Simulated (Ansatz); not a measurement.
An input for Ansatz 0.2.0 (KCdCO3F (P-6m2)):

```yaml
crystal:
  lattice:
    - [5.1324, 0.0, 0.0]
    - [-2.5662, 4.4447887824, 0.0]
    - [0.0, 0.0, 4.4324]
  atoms:
    - { symbol: K, position: [0.0, 0.0, 0.0] }
    - { symbol: Cd, position: [0.6666666667, 0.3333333333, 0.5] }
    - { symbol: C, position: [0.3333333333, 0.6666666667, 0.5] }
    - { symbol: O, position: [0.1878970915, 0.3757941831, 0.5] }
    - { symbol: O, position: [0.1878970915, 0.8121029085, 0.5] }
    - { symbol: O, position: [0.6242058169, 0.8121029085, 0.5] }
    - { symbol: F, position: [0.6666666667, 0.3333333333, 0.0] }
kpoints:
  mp_grid: { grid: [6, 6, 6] }
hamiltonian:
  xc: pbe
  hubbard:
    projectors: ortho-atomic
    sites: [{ species: Cd, l: d, u_eff: 3.0 }]
  pseudopotentials: { kind: paw, azcp: { folder: soft_1 } }
scf:
  occupations: { method: fixed }
gw:
  n_empty_bands: 421
  ecut_chi: 150.0
  qp_bands: [v2, c2]
  qp_kpoints: band_edges
  screening: { model: contour_deformation }
```

```sh
ansatz run input.yaml --threads 2 --pin off --max-ram 92160MiB --backend cuda --events-out ev --progress --plain --runs-dir out --devices 1 --max-vram 13GiB
```

Question: Estimate wall time and host memory on 1 × NVIDIA H100 80GB HBM3 (shared by 6 runs) with 2 threads of AMD EPYC 7R13 (Zen 3), shared host.

It took 1.7 min; on shared hardware allow 51 s to 3.4 min. Peak host memory was 2.8 GiB. The sizes that set the cost: 1977 plane waves a state, 28 irreducible k points, 450 bands summed, 405 plane waves in the screening and 10 SCF cycles.

The screening grows as filled bands × empty bands × pairs of k points, times the square of the screening basis for the matrix.

[Paths, hosts, dates, memory and timing lines, banners, echoed tables and standing remarks are left out of the program output.]

[Logs are printed without paths, hosts, clocks, repeated set-up lines and the standing remarks that a program may print on its own settings, such as how far it seeks lower states.]

[Runs of the session that timed out or met a known fault of the program may be left out.]

[Cells called generated may have been cut or substituted from an entry of the Crystallography Open Database or the Materials Project.]

[Hosts, paths, dates, database ids (printed as entryN), source tags and the programs' standing remarks are cut or masked in the printed files.]
